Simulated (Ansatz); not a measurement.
# SiPb (model cell, started as zinc blende): from the cell to its phonons, part 2 of 3

Wanted: vibrations and spectra of SiPb (model cell, started as zinc blende); the cell is already relaxed. After the zone centre comes a 4×4×4 q mesh on a 12×12×12 k mesh.

Ansatz 0.2.0; DFT PBEsol, scalar-relativistic, plane waves, PAW.

So far. Step 2 (Modes at Γ): Before it was imposed, the acoustic sum rule was missed by 1.6e-5 eV/Å². Small misses are needed for a sound result but don't prove that mesh and cutoff are converged. The lowest optical mode is real, 281 cm⁻¹.

The structure was built from a prototype and need not be the compound's stable phase.

### Step 3. Response at finite wavevector

Stability and thermal properties need the whole zone. Linear response on a 4×4×4 q mesh gives force constants as far as a supercell of that size would.

input.yaml

```yaml
crystal:
  lattice:
    - [0.0, 3.0937247481, 3.0937247481]
    - [3.0937247481, 0.0, 3.0937247481]
    - [3.0937247481, 3.0937247481, 0.0]
  atoms:
    - { symbol: Pb, position: [0.0, 0.0, 0.0] }
    - { symbol: Si, position: [0.25, 0.25, 0.25] }
kpoints:
  mp_grid: { grid: [12, 12, 12] }
hamiltonian:
  xc: pbesol
scf:
  occupations: { method: methfessel_paxton, width: 0.2 }
output:
  eigenvalues: true
phonons:
  method: dfpt
  qmesh: [4, 4, 4]
  temperatures: { t_max: 1000, t_step: 50 }
  qpath:
    path:
      - [[0.0, 0.0, 0.0], [-0.5, -0.5, 0.0], [-0.375, -0.375, 0.25]]
      - [[-0.375, 0.0, 0.375], [0.0, 0.0, 0.0], [0.0, 0.0, 0.5], [-0.5, -0.25, 0.25], [-0.5, -0.5, 0.0]]
    npoints: 10
```

Started as:

```console
$ ansatz run input.yaml --threads 8 --pin off --max-ram 14336MiB --backend cpu --events-out ev --progress --plain --runs-dir out
```

Numbers of over 12 decimals in the logs are rounded to 6 here.

Output:

```text
Warning: phonons: the dynamical matrix that this run interpolates holds no multipole term above the dipole-dipole one, and a site of this crystal is no centre of inversion, so its interpolated transverse optical and acoustic branches and sound speeds can stay off near Gamma, and the density of states and the thermodynamics with them. What a run solves at a wave vector of phonons.qpoints, Gamma apart, where the deck admits one, is free of this, and under fd what a larger phonons.supercell samples
[...]
Crystal: 2 atoms, lattice volume = 59.221 Å³
Basis set: ecut = 420 eV, 1139 PW (Γ), exchange–correlation on 60×60×60 points (8 copies of the dense FFT grid, shifted against one another)
Bands: 13, of which v1, the nominal top of the filled ones, is band 9 counted from 1 (8 counted from 0)
Symmetry: 24 space group operations
k-points: 72 of 1728 (time reversal used)
[...]
SCF iter   1: F=—  HF=-12375.511111 eV  |F-HF|=—  |Δ(HF+E_count)|=         —  Δρ=2.77e-3  dr2=9.61e-3  ethr=1.77e-3  ⟨swp⟩=6.1  Hψ=6226  notcnv=0
[...]
SCF iter  11: F=-12375.508225 eV  HF=-12375.508225 eV  |F-HF|=1.82e-12  |Δ(HF+E_count)|=  1.46e-11  S|Δr|=    0.00e0  Δρ=3.40e-8  dr2=8.78e-13  ethr=1.00e-12  ⟨swp⟩=6.8  Hψ=5065  notcnv=0
SCF 1 converged in 11 iterations: F = -12375.508225 eV  dr2 = 8.78e-13
[...]
iter 1 solved again at ethr=3.55e-7 eV; its pass at ethr=3.10e-3 eV (dr2=6.38e-5 eV) is discarded
SCF iter   1: F=—  HF=-12375.508226 eV  |F-HF|=—  |Δ(HF+E_count)|=         —  Δρ=3.89e-7  dr2=1.10e-10  ethr=3.55e-7  ⟨swp⟩=3.7  Hψ=9187  notcnv=0
eigensolver tolerance schedule: the retry pair's looser diagonalisation over-reported the residual by 578119.64 of it (diagonalisation noise at an unbounded share of the residual, at the tolerance the schedule requests for it); recorded, not acted on — ethr = c·dr2/N_el stays at c = 1.0e-1
[...]
SCF iter   2: F=—  HF=-12375.508225 eV  |F-HF|=—  |Δ(HF+E_count)|=   1.15e-6  S|Δr|=    0.00e0  Δρ=1.70e-7  dr2=2.08e-11  ethr=1.00e-12  ⟨swp⟩=3.9  Hψ=2452  notcnv=0
SCF iter   3: F=-12375.508225 eV  HF=-12375.508225 eV  |F-HF|=1.09e-11  |Δ(HF+E_count)|=    0.00e0  S|Δr|=    0.00e0  Δρ=1.16e-7  dr2=9.96e-12  ethr=1.00e-12  ⟨swp⟩=3.9  Hψ=2969  notcnv=0
SCF 2 converged in 3 iterations: F = -12375.508225 eV  dr2 = 9.96e-12
phonons: the bands overlap, so this run is a metal and interpolates without the dipole-dipole term. If the crystal is really an insulator or semiconductor, its LO-TO splitting is missing
NSCF: frozen V_eff on 72 k-points
WARN: eigensolver did not converge in 5 slots of this pass, the one above among them; of largest residual over every band (k=38): 1 band(s) unlocked (lowest unlocked band 12, counted from 0; max residual 1.25e-4 eV among the unlocked bands, 1.25e-4 eV over every band); of lowest unlocked band (k=13): band 12
[...]
DFPT response loops at q = (0, 0, 0) (fractional): preconditioner auto → Kerker (q_TF=auto, 2.237 Å⁻¹) (partly filled bands, converged f_vac=0.008); β = 1.00, the filter's whole step (`scf.mixing.beta` (0.50) is not read by the response loops under this deck's `scf.mixing.preconditioner`; to damp them name `kerker` or `kerker_dos`, under which they read `scf.mixing.beta`, and type it under 1.00, their step now; both keys bind the ground state too); Broyden in place of MSR1
[...]
SCF converged after 11 iterations
[...]
Free energy (F): -12375.508225 eV
[...]
Internal energy: -12375.508234 eV  (E = F + TS)
E sigma→0 (E₀):  -12375.508227 eV
Entropy (-TS):   0.000009 eV (0.004 meV/atom)
Fermi energy:    7.037332 eV
[...]
--- Band table (eV; the first three rows and the last of 72) ---
  k-point 0: bands = [... 5 lower, -4.5238, 5.8713, 7.2149, 7.2149, 7.2149, 9.3862, 9.3862, 9.3862]
  k-point 1: bands = [... 5 lower, -4.4515, 5.1576, 7.0701, 7.0701, 7.4543, 9.5697, 9.5697, 9.6242]
  k-point 2: bands = [... 5 lower, -4.2379, 3.9268, 6.7583, 6.7583, 7.4293, 9.9615, 9.9615, 10.4000]
  k-point 71: bands = [... 5 lower, -1.7411, -0.3566, 3.8111, 3.9647, 9.9562, 10.9153, 11.1208, 11.5662]
--- Phonons (Γ-DFPT): 2 representative perturbations + reference (Σ response iterations 6) ---
  ASR residual: 3.144e-5 → 0.000e0 eV/Å²; symmetrization residual: 4.535e-6 eV/Å²
  ASR residual per site (eV/Å²): 3.14e-5 1.26e-6
  Γ frequencies (cm⁻¹): 0.00 0.00 0.00 281.20 281.20 281.20
--- Phonons (arbitrary-q DFPT): 8 irreducible q on the 4×4×4 mesh ---
  q = [0.0000, 0.0000, 0.0000] (star 1, of the zone-centre solve; hermiticity 1.26e-6, symmetrization 9.70e-13): -0.00 0.00 0.00 281.20 281.20 281.20
  q = [0.0000, 0.0000, 0.2500] (star 8, 2 solved perturbations on 936 of 1728 k-point pairs; hermiticity 6.51e-7, symmetrization 2.30e-12): 29.71 29.71 78.60 287.46 287.46 294.01
[...]
q = [0.0000, 0.2500, 0.2500] (star 6, 4 solved perturbations in 1608 linear systems a pass and spin channel, the states on 510 of 1728 k-point pairs; hermiticity 7.18e-7, symmetrization 4.78e-13): 38.66 38.66 81.92 285.32 285.32 302.84
[...]
sum rule: each row above includes the acoustic sum rule's correction from the zone centre's row sums; it moved no ω² by more than (0.20 cm⁻¹)²
  mesh force constants: q→R imaginary residual 2.25e-18; ASR residual 3.144e-5 → 0.000e0 eV/Å²; symmetrization residual 6.217e-15 eV/Å²
  interpolated dispersion: 62 rows × 6 modes
  density of states and harmonic sums: on the 20×20×20 q-mesh, interpolated from the force constants of a 4×4×4 supercell (no non-analytic term)
  largest difference from the sums on the solved wave vectors: F 1.27e-2 eV, S 1.68e-5 and C_V 4.01e-6 eV/K
  zero-point energy: 0.065190 eV/cell   skipped modes (ω ≤ 0): 3   left out of the sums: 6.25e-5 of the cell's modes: C_V's classical limit lies that fraction below 3 k_B per atom; for a crystal, a wire or a layer, F and S can be off by more, and a phonons.interpolated_qmesh denser along its periods is the remedy for the sampling
```

The job ended after 50 s (8 threads of AMD EPYC 9R45, shared host; peak memory 3 GiB; 6.1 min of CPU time).

Numbers from this step:

```
sum-rule residual before enforcement                       : 3.14e-5 eV/Å²
lowest frequency on the path                               : 0 cm⁻¹
highest frequency on the path or at a solved wavevector    : 309.4 cm⁻¹
mean frequency                                             : 175.3 cm⁻¹
Debye temperature (second moment)                          : 390 K
logarithmic mean frequency                                 : 127 cm⁻¹
lowest mode on the q mesh (acoustic modes at Γ apart)      : 29.71 cm⁻¹
zero-point energy per atom                                 : 32.59 meV
heat capacity at 300 K                                     : 23.01 J/(mol atoms K)
vibrational entropy at 300 K                               : 38.32 J/(mol atoms K)
edges of the widest gap between branches, on path and mesh : 117.1, 271 cm⁻¹
```

Frequencies (cm⁻¹) solved at each irreducible wavevector; negative means imaginary. Frequencies by wavevector, by row:

| q in reciprocal lattice units | star | mode 1 | mode 2 | mode 3 | mode 4 | mode 5 | mode 6 |
| --- | --- | --- | --- | --- | --- | --- | --- |
| 0 0 0 | 1 | 0 | 0 | 0 | 281.2 | 281.2 | 281.2 |
| 0 0 0.25 | 8 | 29.7 | 29.7 | 78.6 | 287.5 | 287.5 | 294 |
| 0 0 -0.5 | 4 | 34 | 34 | 109.1 | 289.8 | 289.8 | 301.2 |
| 0 0.25 0.25 | 6 | 38.7 | 38.7 | 81.9 | 285.3 | 285.3 | 302.8 |
| 0 0.25 -0.5 | 24 | 40.6 | 55.7 | 101.2 | 278.8 | 287 | 302.7 |
| 0 0.25 -0.25 | 12 | 40.4 | 56.5 | 92.6 | 277 | 288 | 300.2 |
| 0 -0.5 -0.5 | 3 | 38.1 | 38.1 | 117.1 | 286.5 | 286.5 | 309.4 |
| 0.25 -0.5 -0.25 | 6 | 52.4 | 59.1 | 101.5 | 272.3 | 285.1 | 301.5 |

Interpolated from a 4×4×4 q mesh. Phonon branches along the path, in cm⁻¹:

| point | branch 1 | branch 2 | branch 3 | branch 4 | branch 5 | branch 6 |
| --- | --- | --- | --- | --- | --- | --- |
| Γ | 0 | 0 | 0 | 281 | 281 | 281 |
| halfway | 39 | 39 | 82 | 285 | 285 | 303 |
| X | 38 | 38 | 117 | 286 | 286 | 309 |
| halfway | 40 | 44 | 114 | 282 | 287 | 307 |
| U | 44 | 53 | 106 | 274 | 287 | 304 |
| jump to K | 44 | 53 | 106 | 274 | 287 | 304 |
| halfway | 33 | 51 | 81 | 284 | 289 | 296 |
| Γ | 0 | 0 | 0 | 281 | 281 | 281 |
| halfway | 30 | 30 | 79 | 288 | 288 | 294 |
| L | 34 | 34 | 109 | 290 | 290 | 301 |
| halfway | 44 | 53 | 101 | 277 | 288 | 301 |
| W | 52 | 59 | 102 | 272 | 285 | 302 |
| halfway | 45 | 48 | 110 | 280 | 286 | 305 |
| X | 38 | 38 | 117 | 286 | 286 | 309 |

The phonon branches as a text plot (rows in cm⁻¹):

```
    303 |    *******************              *******************
    290 |  **************************    ************************
    277 |***           *********    ******           **********
    264 |
    251 |
    238 |
    226 |
    213 |
    200 |
    187 |
    174 |
    161 |
    148 |
    135 |
    122 |            **                                         *
    110 |        ****  ****                    ******       ****
     97 |       *          ****               *      *******
     84 |      *               **           **
     71 |    **                  *         *
     58 |   *            *******  **                  *******
     45 |      ****** ********* **  *     *        ******   ****
     32 |  ****      **        *****     *  *********           *
     19 | **                      ****  ****
      6 |**                          ****
         Γ           X  U|K            Γ         L        W     X
```

Tetrahedra on a 20×20×20 mesh, mean over bins of 5 cm-1. Interpolated from a 4×4×4 q mesh. Phonon density of states against wavenumber; read off at these points:

| wavenumber (cm⁻¹) | phonon density of states (1/cm⁻¹/cell) |
| --- | --- |
| 2 | 5.0e-5 |
| 18 | 0.00326 |
| 32 | 0.0280 |
| 42 | 0.103 |
| 48 | 0.0744 |
| 62 | 0.00266 |
| 78 | 0.00586 |
| 92 | 0.0184 |
| 102 | 0.0676 |
| 108 | 0.0208 |
| 122 | 0 |
| 138 | 0 |
| 152 | 0 |
| 162 | 0 |
| 178 | 0 |
| 192 | 0 |
| 208 | 0 |
| 222 | 0 |
| 238 | 0 |
| 252 | 0 |
| 268 | 0 |
| 282 | 0.0749 |
| 288 | 0.248 |
| 298 | 0.0404 |
| 302 | 0.122 |
| 312 | 0 |

The partial phonon density of states has structure finer than the step of the table below, so its rows give means over 10 cm⁻¹, whole bins alone (the curve runs from -10 to 329 cm⁻¹). Peaks (cm⁻¹: height): Pb 43.2: 0.0844, 100.8: 0.0630, 286.1: 0.0184; Si 286.1: 0.185, 301.0: 0.0987.

Phonopy on the run's constants, 15x15x15 mesh, Gaussian sigma 2.4 cm-1. Interpolated from a 4×4×4 q mesh. Partial phonon density of states against wavenumber; means over each step; values in 1/cm⁻¹/cell:

| wavenumber (cm⁻¹) | Pb | Si |
| --- | --- | --- |
| 0 | 9.2e-5 | 1.3e-5 |
| 10 | 9.7e-4 | 1.3e-4 |
| 20 | 0.00452 | 5.7e-4 |
| 30 | 0.0199 | 0.00232 |
| 40 | 0.0716 | 0.00758 |
| 50 | 0.0677 | 0.00642 |
| 60 | 0.0216 | 0.00199 |
| 70 | 0.00372 | 3.0e-4 |
| 80 | 0.00671 | 4.2e-4 |
| 90 | 0.0157 | 5.9e-4 |
| 100 | 0.0489 | 6.7e-4 |
| 110 | 0.0164 | 1.2e-4 |
| 120 | 0.00119 | 2.4e-6 |
| 130 | 0 | 0 |
| 140 | 0 | 0 |
| 150 | 0 | 0 |
| 160 | 0 | 0 |
| 170 | 0 | 0 |
| 180 | 0 | 0 |
| 190 | 0 | 0 |
| 200 | 0 | 0 |
| 210 | 0 | 0 |
| 220 | 0 | 0 |
| 230 | 0 | 0 |
| 240 | 0 | 0 |
| 250 | 0 | 0 |
| 260 | 2.0e-7 | 3.8e-5 |
| 270 | 2.9e-4 | 0.0181 |
| 280 | 0.00533 | 0.0760 |
| 290 | 0.0101 | 0.101 |
| 300 | 0.00465 | 0.0686 |
| 310 | 7.3e-4 | 0.0156 |
| 320 | 4.5e-7 | 3.0e-5 |

Second derivatives of the energy by pair, one row for each kind of neighbour of each atom listed. Each entry sums the pair over the periodic images of the supercell that the q mesh stands for, and in a polar crystal it holds the long-range dipole part too. Force constants by pair, by row:

| atom | neighbour | distance (Å) | third of the trace (eV/Å²) | along the pair's line (eV/Å²) |
| --- | --- | --- | --- | --- |
| Pb1 | itself | 0 | 7.739 | – |
| Pb1 | Si | 2.679 | -1.911 | -4.987 |
| Pb1 | Pb | 4.375 | -0.0066 | -0.2455 |
| Pb1 | Si | 5.13 | 0.0361 | 0.0511 |
| Pb1 | Pb | 6.187 | -0.0095 | -0.0153 |
| Pb1 | Si | 6.743 | -0.027 | 0.0252 |
| Si2 | itself | 0 | 8.073 | – |
| Si2 | Pb | 2.679 | -1.911 | -4.987 |
| Si2 | Si | 4.375 | -0.034 | -0.1963 |
| Si2 | Pb | 5.13 | 0.0361 | 0.0511 |
| Si2 | Si | 6.187 | -0.0112 | -0.0102 |
| Si2 | Pb | 6.743 | -0.027 | 0.0252 |

Harmonic thermodynamic functions per atom, from the density of states. Interpolated from a 4×4×4 q mesh. Thermodynamic functions, by row:

| T (K) | F_vib (meV/atom) | S (J/mol-atom/K) | C_V (J/mol-atom/K) |
| --- | --- | --- | --- |
| 0 | 32.59 | 0 | 0 |
| 50 | 30.91 | 8.265 | 9.783 |
| 100 | 24.35 | 16.7 | 15.06 |
| 200 | 0.09 | 29.35 | 21.03 |
| 300 | -35.22 | 38.32 | 23.01 |
| 400 | -78.58 | 45.06 | 23.81 |
| 500 | -128.2 | 50.42 | 24.21 |
| 600 | -182.8 | 54.86 | 24.43 |
| 700 | -241.6 | 58.63 | 24.56 |
| 800 | -304.1 | 61.92 | 24.65 |
| 900 | -369.9 | 64.83 | 24.71 |
| 1000 | -438.4 | 67.43 | 24.75 |

Harmonic mean-square displacement, third of the trace. Interpolated from a 4×4×4 q mesh. Mean square displacements, by row:

| T (K) | Pb1 U_eq (Å²) | Si2 U_eq (Å²) |
| --- | --- | --- |
| 0 | 0.00148 | 0.00291 |
| 100 | 0.00495 | 0.00567 |
| 300 | 0.01434 | 0.01398 |
| 600 | 0.02859 | 0.02727 |

Symmetry leaves 8 wavevectors to solve. The lowest mode among them, the acoustic zeros apart, lies at q = (0, 0, 0.25) and is real, 29.7 cm⁻¹.

[end of part 2 of 3]

[Logs are printed without paths, hosts, clocks, repeated set-up lines and the standing remarks that a program may print on its own settings, such as how far it seeks lower states.]

[Hosts, paths, dates, database ids (printed as entryN), source tags and the programs' standing remarks are cut or masked in the printed files.]
